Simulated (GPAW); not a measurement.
# Ballistic transport through a C6 chain between two Ga chains, from relaxation to T(E), part 2 of 3

Aim: the conductance of a C6 chain between two Ga chains after relaxation, and whether geometry, basis or functional moves it most.

GPAW 26.7.0; GPAW LCAO, PAW setups; relaxation of the junction within the symmetry of its start, lead ends held (the session's first sound run).

So far, transmission at the Fermi level (one spin): step 3 (GPAW, dzp) 1.57.

## (4) GPAW, szp: basis = "szp(dzp)"

Level of this step: GPAW LCAO, PAW setups; Landauer transmission from Green's functions with principal layers (ASE), zero bias (GPAW).

One radial function a shell plus polarisation makes the matrices smaller; the question is what that costs.

The input, run.py:

```python
import json
import numpy as np
from ase import Atoms
from ase.transport.calculators import TransportCalculator
from gpaw import GPAW, FermiDirac
from gpaw.lcao.tools import get_lcao_hamiltonian
from scipy.linalg import eigh

# The junction with lead layers at both ends, along the third cell vector
device = Atoms(
    ['Ga', 'Ga', 'Ga', 'Ga', 'Ga', 'Ga', 'C', 'C', 'C', 'C', 'C', 'C', 'Ga', 'Ga', 'Ga', 'Ga', 'Ga', 'Ga'],
    positions=[
        [4.50000, 4.50000, 1.27500],
        [4.50000, 4.50000, 3.82500],
        [4.50000, 4.50000, 6.37500],
        [4.50000, 4.50000, 8.92500],
        [4.50000, 4.50000, 11.47500],
        [4.50000, 4.50000, 13.92079],
        [4.50000, 4.50000, 15.82905],
        [4.50000, 4.50000, 17.09266],
        [4.50000, 4.50000, 18.42882],
        [4.50000, 4.50000, 19.68798],
        [4.50000, 4.50000, 21.02414],
        [4.50000, 4.50000, 22.28775],
        [4.50000, 4.50000, 24.19601],
        [4.50000, 4.50000, 26.64180],
        [4.50000, 4.50000, 29.19180],
        [4.50000, 4.50000, 31.74180],
        [4.50000, 4.50000, 34.29180],
        [4.50000, 4.50000, 36.84180]],
    cell=[[9.0, 0.0, 0.0], [0.0, 9.0, 0.0], [0.0, 0.0, 38.1168]],
    pbc=True)

# One principal layer of the lead: the first 3 atoms of the device
lead = Atoms(
    ['Ga', 'Ga', 'Ga'],
    positions=[
        [4.50000, 4.50000, 1.27500],
        [4.50000, 4.50000, 3.82500],
        [4.50000, 4.50000, 6.37500]],
    cell=[[9.0, 0.0, 0.0], [0.0, 9.0, 0.0], [0.0, 0.0, 7.65]],
    pbc=True)

settings = dict(mode='lcao', basis='szp(dzp)', xc='PBE', h=0.2,
                occupations=FermiDirac(0.1), maxiter=250,
                mixer=dict(beta=0.1, nmaxold=8, weight=100.0),
                convergence=dict(density=0.0001))
energies = np.arange(-2, 2 + 1e-9, 0.025)
eta = 0.0001
n1, n2 = 1, 1
# k and -k transmit alike, so half of the mesh across the current serves
mesh = [(i, j) for i in range(n1) for j in range(n2) if (i, j) <= (-i % n1, -j % n2)]
weights = np.array([1 if (i, j) == (-i % n1, -j % n2) else 2 for i, j in mesh]) / (n1 * n2)


def ground_state(atoms, size, txt):
    atoms.calc = GPAW(kpts={'size': size, 'gamma': True}, symmetry={'tolerance': 1e-3}, txt=txt, **settings)
    atoms.get_potential_energy()
    return atoms.calc.get_fermi_level()


def blocks(atoms, fermi, points, nz, cells):
    """H - E_F S and S between cell 0 and the cells above it, at each point across the current."""
    kz = np.arange(nz) / nz
    calc = atoms.calc.fixed_density(kpts=[(*k, z) for k in points for z in kz], symmetry='off', txt=None)
    H, S = get_lcao_hamiltonian(calc)
    H = (H - fermi * S).reshape(len(H), len(points), nz, *S.shape[1:])
    S = S.reshape(H.shape[1:])
    phases = [np.exp(-2j * np.pi * kz * R) / nz for R in cells]
    return [(np.einsum('skzij,z->ksij', H, p), np.einsum('kzij,z->kij', S, p)) for p in phases]


def pair(a, b):
    return np.block([[a, b], [b.T.conj(), a]])


def count_channels(h, s, cells, nk=240):
    """Half the number of times that the lead's bands cross each energy, unfolded to its shortest repeat."""
    b = len(h) // cells
    bands = []
    for k in (np.arange(nk + 1) + 0.5) / nk:
        hk, sk = h[:b, :b].copy(), s[:b, :b].copy()
        for R in range(1, cells):
            phase, block = np.exp(2j * np.pi * k * R), slice(R * b, (R + 1) * b)
            hk += h[:b, block] * phase + (h[:b, block] * phase).T.conj()
            sk += s[:b, block] * phase + (s[:b, block] * phase).T.conj()
        w, u = eigh(sk)
        x = u[:, w > 1e-5] / w[w > 1e-5]**0.5  # drop near-dependent combinations
        bands.append(np.r_[eigh(x.T.conj() @ hk @ x, eigvals_only=True), [1e9] * (w <= 1e-5).sum()])
    below = np.array(bands)[:, :, None] < energies
    return (below[1:] != below[:-1]).sum((0, 1)) / 2


fermi_lead = ground_state(lead, (1, 1, 15), 'lead.txt')
fermi_device = ground_state(device, (1, 1, 2), 'device.txt')
T, channels, eigen, tail, misfit, shifts = [], [], [], 0.0, 0.0, []
for first in range(0, len(mesh), 342):
    points = [(i / n1, j / n2) for i, j in mesh[first:first + 342]]
    (H0k, S0k), (H1k, S1k), (H2k, _) = blocks(lead, fermi_lead, points, 5, range(3))
    [(Hk, Sk)] = blocks(device, fermi_device, points, 2, [0])
    tail = max(tail, abs(H2k).max())
    for H0, S0, H1, S1, H, S in zip(H0k, S0k, H1k, S1k, Hk, Sk):
        n = len(S0)
        # Shift the lead onto the potential of the device's first layer
        shift = ((H[:, 0, 0] - H0[:, 0, 0]) / S0[0, 0]).real.mean()
        shifts.append(shift)
        misfit = max(misfit, abs(H[:, :n, :n] - H0 - shift * S0).max())
        Tk, Ck, Ek = [], [], []
        for s in range(len(H)):
            t = s % len(H0)  # a lead without moments serves both spins
            h1, s1 = pair(H0[t] + shift * S0, H1[t] + shift * S1), pair(S0, S1)
            leads = dict(h1=h1, s1=s1, energies=energies, eta=eta, eta1=eta, eta2=eta)
            calc = TransportCalculator(h=H[s], s=S, eigenchannels=3, **leads)
            Tk.append(calc.get_transmission())
            Ek.append(np.sort(calc.eigenchannels_ne, axis=0)[::-1])
            Ck.append(count_channels(h1, s1, 6))
        T.append(Tk)
        channels.append(Ck)
        eigen.append(Ek)
T, channels = np.array(T), np.array(channels)
mean, open_channels = np.einsum('kse,k->se', T, weights), np.einsum('kse,k->se', channels, weights)

print(f'basis functions: device {len(S)}, principal layer {n}')
print(f'Fermi level: lead {fermi_lead:.4f} eV, device {fermi_device:.4f} eV; lead shifted by {np.mean(shifts):.4f} eV')
print(f'largest coupling past the next layer {tail:.2e} eV, largest misfit of the first layer {misfit:.3f} eV')
print('  E-E_F (eV)   ' + 'T (one spin)  channels')
for e, t, c in zip(energies, mean.T, open_channels.T):
    print(f'{e:10.3f}  ', *[f'{x:11.4e}' for x in t], *[f'{x:9.4f}' for x in c])

kT = 8.617333e-5 * 300
fine = np.linspace(energies[0], energies[-1], 4001)
both = np.exp(np.interp(fine, energies, np.log(np.maximum(mean.sum(0) * 2 / len(mean), 1e-30))))
fermi = lambda mu: 1 / (1 + np.exp(np.clip((fine - mu) / kT, -200, 200)))
slope = fermi(0) * (1 - fermi(0)) / kT
G = np.trapezoid(both * slope, fine) / 2
seebeck = -np.trapezoid(both * slope * fine, fine) / (2 * G * 300) * 1e6
print(f'conductance at 300 K: {G:.5g} G0 a cell; thermopower {seebeck:.4g} uV/K')
bias = [0.1, 0.2, 0.5, 1.0, 1.5, 2.0]
current = [38.74 * np.trapezoid(both * (fermi(V / 2) - fermi(-V / 2)), fine) for V in bias]
for V, I in zip(bias, current):
    print(f'current from the zero-bias T(E) at {V} V: {I:.5g} uA')
zero = abs(energies).argmin()
json.dump(dict(energies=energies.tolist(), T=mean.tolist(), channels=open_channels.tolist(), G=G, seebeck=seebeck,
               bias=bias, current=current, tail=tail, misfit=misfit, shift=np.mean(shifts), n_device=len(S), n_lead=n,
               fermi=[fermi_lead, fermi_device], energy=device.get_potential_energy(),
               moments=device.get_magnetic_moments().tolist(), mesh=mesh, weights=weights.tolist(),
               T_k=T[:, :, zero].tolist(), eigen=np.array(eigen[0]).tolist()), open('result.json', 'w'))
```

Started as:

```
OMP_NUM_THREADS=1 OPENBLAS_NUM_THREADS=1 python run.py
```

The log of the run:

```text
basis functions: device 162, principal layer 27
Fermi level: lead -3.1746 eV, device -3.5792 eV; lead shifted by 0.0083 eV
largest coupling past the next layer 5.81e-05 eV, largest misfit of the first layer 0.015 eV
  E-E_F (eV)   T (one spin)  channels
    -2.000    3.4399e-06    1.0000
    -1.975    3.4567e-06    1.0000
    -1.950    3.4715e-06    1.0000
    -1.925    3.4830e-06    1.0000
    -1.900    3.4892e-06    1.0000
    -1.875    3.4869e-06    1.0000
    -1.850    3.4713e-06    1.0000
    -1.825    3.4341e-06    1.0000
    -1.800    3.3613e-06    1.0000
    -1.775    3.2277e-06    1.0000
    -1.750    2.9848e-06    1.0000
    -1.725    2.5312e-06    1.0000
    -1.700    1.6293e-06    1.0000
    -1.675    1.3754e-10    0.0000
    -1.650    1.0949e-10    0.0000
    -1.625    6.1983e-10    0.0000
[...]
1.825    1.5919e+00    3.0000
     1.850    1.5877e+00    3.0000
     1.875    1.5841e+00    3.0000
     1.900    1.5811e+00    3.0000
     1.925    1.5786e+00    3.0000
     1.950    1.5767e+00    3.0000
     1.975    1.5753e+00    3.0000
     2.000    1.5745e+00    3.0000
conductance at 300 K: 1.52 G0 a cell; thermopower -9.232 uV/K
current from the zero-bias T(E) at 0.1 V: 11.691 uA
current from the zero-bias T(E) at 0.2 V: 22.874 uA
current from the zero-bias T(E) at 0.5 V: 49.206 uA
current from the zero-bias T(E) at 1.0 V: 81.503 uA
current from the zero-bias T(E) at 1.5 V: 117.08 uA
current from the zero-bias T(E) at 2.0 V: 155.38 uA
```

Wall time 55 s (1 thread of Arm Neoverse V1, shared host); peak memory 1.2 GiB.

This step gave:

```
conductance                                    : 1.520 G₀
largest coupling past the next principal layer : 5.81e-5 eV
largest misfit of the first principal layer    : 0.01531 eV
shift that aligns the lead                     : 0.008330 eV
basis functions of the junction                : 162
basis functions of a principal layer           : 27
transmission at the Fermi level (one spin)     : 1.551
```

One spin. The transmission, zone mean by energy, zero at the Fermi level:

energy (eV), transmission, zone mean and a bar:
```
   -2.000       0.00 
   -1.900       0.00 
   -1.800       0.00 
   -1.700       0.00 
   -1.600       0.00 
   -1.500       0.00 
   -1.400       0.00 
   -1.300       0.00 
   -1.200       0.00 
   -1.100       0.00 
   -1.000       0.00 
   -0.900       0.00 
   -0.800       0.00 
   -0.700       0.00 
   -0.600       0.00 
   -0.500       0.00 
   -0.400       0.00 
   -0.300       0.00 
   -0.200       0.52 ########
   -0.100       1.22 ##################
    0.000       1.55 #######################
    0.100       1.61 ########################
    0.200       1.60 ########################
    0.300       1.61 ########################
    0.400       1.65 #########################
    0.500       1.73 ##########################
    0.600       1.82 ###########################
    0.700       1.90 #############################
    0.800       1.96 ##############################
    0.900       1.99 ##############################
    0.925       2.00 ##############################
    1.000       1.99 ##############################
    1.100       1.95 #############################
    1.200       1.90 #############################
    1.300       1.83 ############################
    1.400       1.77 ###########################
    1.500       1.71 ##########################
    1.600       1.66 #########################
    1.700       1.62 ########################
    1.800       1.60 ########################
    1.900       1.58 ########################
    2.000       1.57 ########################
```

Crossings of the lead's bands, unfolded to its shortest repeat. Table of open channels, zone mean by energy, zero at the Fermi level:

energy (eV), open channels, zone mean and a bar:
```
   -2.000       1.00 ##########
   -1.800       1.00 ##########
   -1.600       0.00 
   -1.400       1.00 ##########
   -1.200       1.00 ##########
   -1.000       1.00 ##########
   -0.800       1.00 ##########
   -0.600       1.00 ##########
   -0.400       1.00 ##########
   -0.200       3.00 ##############################
    0.000       3.00 ##############################
    0.200       3.00 ##############################
    0.400       3.00 ##############################
    0.600       3.00 ##############################
    0.800       3.00 ##############################
    1.000       3.00 ##############################
    1.200       3.00 ##############################
    1.400       3.00 ##############################
    1.600       3.00 ##############################
    1.800       3.00 ##############################
    2.000       3.00 ##############################
```

Not self-consistent under bias; the bias window is split evenly. Table of current through one cell, from the zero-bias transmission by bias:

```tsv
bias (V)	current through one cell, from the zero-bias transmission (μA)
0.100	11.7
0.200	22.9
0.500	49.2
1.000	81.5
1.500	117
2.000	155
```

The transmission of the three most open eigenchannels by energy, zero at the Fermi level:

```tsv
energy (eV)	channel 1	channel 2	channel 3
-0.300	5.3e-6	2.8e-11	2.8e-11
-0.200	0.260	0.260	5.7e-6
-0.100	0.610	0.610	6.0e-6
0.000	0.775	0.775	6.3e-6
0.100	0.807	0.807	6.7e-6
0.200	0.801	0.801	7.1e-6
0.300	0.804	0.804	7.5e-6
0.400	0.827	0.827	8.0e-6
0.500	0.865	0.865	8.5e-6
0.600	0.909	0.909	9.0e-6
0.700	0.951	0.951	9.6e-6
0.800	0.982	0.982	1.0e-5
0.900	0.997	0.997	1.1e-5
1.000	0.995	0.995	1.2e-5
1.100	0.977	0.977	1.2e-5
1.200	0.949	0.949	1.3e-5
1.300	0.915	0.915	1.4e-5
1.400	0.883	0.883	1.5e-5
1.500	0.854	0.854	1.6e-5
1.600	0.830	0.830	1.7e-5
1.700	0.811	0.811	1.9e-5
1.800	0.798	0.798	2.0e-5
1.900	0.791	0.791	2.2e-5
2.000	0.787	0.787	2.3e-5
```

The conductance, 1.52 G₀, lies 2.3 % below that of the dzp run.

## (5) Minimal basis

The minimal basis is the cheapest rung: no second zeta and no polarisation.

run.py: that of step 4 with these lines changed.

```diff
@@ -43,3 +43,3 @@
 
-settings = dict(mode='lcao', basis='szp(dzp)', xc='PBE', h=0.2,
+settings = dict(mode='lcao', basis='sz(dzp)', xc='PBE', h=0.2,
                 occupations=FermiDirac(0.1), maxiter=250,
```

The log of the run:

```text
basis functions: device 72, principal layer 12
Fermi level: lead -3.2329 eV, device -3.6923 eV; lead shifted by 0.0210 eV
largest coupling past the next layer 5.75e-05 eV, largest misfit of the first layer 0.017 eV
  E-E_F (eV)   T (one spin)  channels
    -2.000    1.7440e-06    1.0000
    -1.975    1.7637e-06    1.0000
    -1.950    1.7825e-06    1.0000
[...]
1.975    1.5905e+00    3.0000
     2.000    1.5910e+00    3.0000
conductance at 300 K: 1.4452 G0 a cell; thermopower -12.42 uV/K
current from the zero-bias T(E) at 0.1 V: 11.09 uA
current from the zero-bias T(E) at 0.2 V: 21.581 uA
current from the zero-bias T(E) at 0.5 V: 45.986 uA
current from the zero-bias T(E) at 1.0 V: 76.987 uA
current from the zero-bias T(E) at 1.5 V: 112.16 uA
current from the zero-bias T(E) at 2.0 V: 150.41 uA
```

Elapsed: 38 s, on 1 thread; peak memory 1.1 GiB.

Numbers from this step:

| Item | Value |
| --- | --- |
| conductance | 1.445 G₀ |
| largest coupling past the next principal layer | 5.75e-5 eV |
| largest misfit of the first principal layer | 0.01745 eV |
| shift that aligns the lead | 0.02098 eV |
| basis functions of the junction | 72 |
| basis functions of a principal layer | 12 |
| transmission at the Fermi level (one spin) | 1.487 |

The conductance, 1.45 G₀, lies 7.1 % below that of the dzp run.

## (6) RPBE in the dzp basis: xc = "RPBE"

Back in the dzp basis, the functional changes from PBE to RPBE, to set the spread between functionals beside that between bases.

run.py: that of step 5 with these lines changed.

```diff
@@ -43,3 +43,3 @@
 
-settings = dict(mode='lcao', basis='sz(dzp)', xc='PBE', h=0.2,
+settings = dict(mode='lcao', basis='dzp', xc='RPBE', h=0.2,
                 occupations=FermiDirac(0.1), maxiter=250,
```

The log of the run:

```text
basis functions: device 234, principal layer 39
Fermi level: lead -2.7535 eV, device -2.9259 eV; lead shifted by -0.0118 eV
largest coupling past the next layer 6.04e-05 eV, largest misfit of the first layer 0.022 eV
  E-E_F (eV)   T (one spin)  channels
    -2.000    1.9840e-05    1.0000
    -1.975    1.9761e-05    1.0000
    -1.950    1.9687e-05    1.0000
[...]
1.975    1.7506e+00    3.0000
     2.000    1.7452e+00    3.0000
conductance at 300 K: 1.5463 G0 a cell; thermopower -2.56 uV/K
current from the zero-bias T(E) at 0.1 V: 11.951 uA
current from the zero-bias T(E) at 0.2 V: 23.698 uA
current from the zero-bias T(E) at 0.5 V: 53.151 uA
current from the zero-bias T(E) at 1.0 V: 83.16 uA
current from the zero-bias T(E) at 1.5 V: 114.32 uA
current from the zero-bias T(E) at 2.0 V: 149.89 uA
```

The job ended after 61 s (1 thread; peak memory 1.2 GiB).

This step gave:

```
conductance                                    : 1.546 G₀
thermopower                                    : -2.560 μV/K
largest coupling past the next principal layer : 6.04e-5 eV
largest misfit of the first principal layer    : 0.02162 eV
shift that aligns the lead                     : -0.01184 eV
basis functions of the junction                : 234
basis functions of a principal layer           : 39
transmission at the Fermi level (one spin)     : 1.556
```

The conductance, 1.55 G₀, lies 0.6 % below that of the dzp run.

## (7) The structure as built: geometry = "as built"

The dzp basis with PBE on the structure as first built shows what the relaxation was worth.

run.py: that of step 6 with these lines changed.

```diff
@@ -17,10 +17,10 @@
         [4.50000, 4.50000, 11.47500],
-        [4.50000, 4.50000, 13.92079],
-        [4.50000, 4.50000, 15.82905],
-        [4.50000, 4.50000, 17.09266],
-        [4.50000, 4.50000, 18.42882],
-        [4.50000, 4.50000, 19.68798],
-        [4.50000, 4.50000, 21.02414],
-        [4.50000, 4.50000, 22.28775],
-        [4.50000, 4.50000, 24.19601],
+        [4.50000, 4.50000, 14.02500],
+        [4.50000, 4.50000, 15.87340],
+        [4.50000, 4.50000, 17.10340],
+        [4.50000, 4.50000, 18.44340],
+        [4.50000, 4.50000, 19.67340],
+        [4.50000, 4.50000, 21.01340],
+        [4.50000, 4.50000, 22.24340],
+        [4.50000, 4.50000, 24.09180],
         [4.50000, 4.50000, 26.64180],
@@ -43,3 +43,3 @@
 
-settings = dict(mode='lcao', basis='dzp', xc='RPBE', h=0.2,
+settings = dict(mode='lcao', basis='dzp', xc='PBE', h=0.2,
                 occupations=FermiDirac(0.1), maxiter=250,
```

The log of the run:

```text
basis functions: device 234, principal layer 39
Fermi level: lead -2.8498 eV, device -2.9521 eV; lead shifted by 0.0061 eV
largest coupling past the next layer 6.03e-05 eV, largest misfit of the first layer 0.011 eV
  E-E_F (eV)   T (one spin)  channels
    -2.000    1.5211e-05    1.0000
    -1.975    1.5162e-05    1.0000
    -1.950    1.5117e-05    1.0000
[...]
1.975    1.9792e+00    3.0000
     2.000    1.9800e+00    3.0000
conductance at 300 K: 1.4927 G0 a cell; thermopower -9.804 uV/K
current from the zero-bias T(E) at 0.1 V: 11.5 uA
current from the zero-bias T(E) at 0.2 V: 22.607 uA
current from the zero-bias T(E) at 0.5 V: 49.949 uA
current from the zero-bias T(E) at 1.0 V: 84.466 uA
current from the zero-bias T(E) at 1.5 V: 121.55 uA
current from the zero-bias T(E) at 2.0 V: 160.04 uA
```

Elapsed: 61 s, on 1 thread; peak memory 1.2 GiB.

Numbers from this step:

* conductance: 1.493 G₀
* thermopower: -9.804 μV/K
* largest coupling past the next principal layer: 6.03e-5 eV
* largest misfit of the first principal layer: 0.01054 eV
* shift that aligns the lead: 0.006090 eV
* transmission at the Fermi level (one spin): 1.516

One spin. Transmission, zone mean against energy, zero at the Fermi level:

```tsv
energy (eV)	transmission, zone mean
-2.000	1.5e-5
-1.900	1.5e-5
-1.800	1.5e-5
-1.700	1.5e-5
-1.600	1.5e-5
-1.500	8.2e-6
-1.400	7.8e-6
-1.300	1.2e-5
-1.200	1.2e-5
-1.100	1.3e-5
-1.000	1.3e-5
-0.900	1.3e-5
-0.800	1.3e-5
-0.700	1.3e-5
-0.600	1.3e-5
-0.500	1.3e-5
-0.400	1.3e-5
-0.300	1.3e-5
-0.200	0.603
-0.100	1.21
0.000	1.52
0.100	1.62
0.200	1.66
0.300	1.71
0.400	1.78
0.500	1.85
0.600	1.91
0.700	1.95
0.800	1.98
0.900	1.99
1.000	2.00
1.100	1.99
1.200	1.99
1.300	1.98
1.400	1.98
1.500	1.97
1.600	1.97
1.700	1.97
1.800	1.97
1.900	1.98
2.000	1.98
```

The conductance, 1.49 G₀, lies 4.1 % below that of the dzp run.

## (8) All levels side by side

Times are for 1 thread of Arm Neoverse V1, shared host. The series side by side:

```tsv
no.	run	conductance (G₀)	time	memory (GiB)
1	dzp	1.556	66 s	1.2
2	szp	1.520	55 s	1.2
3	sz	1.445	38 s	1.1
4	dzp RPBE	1.546	61 s	1.2
5	asbuilt	1.493	61 s	1.2
```

[end of part 2 of 3]

[Logs are printed without paths, hosts, clocks, repeated set-up lines and the standing remarks that a program may print on its own settings, such as how far it seeks lower states.]

[Hosts, paths, dates, database ids (printed as entryN), source tags and the programs' standing remarks are cut or masked in the printed files.]
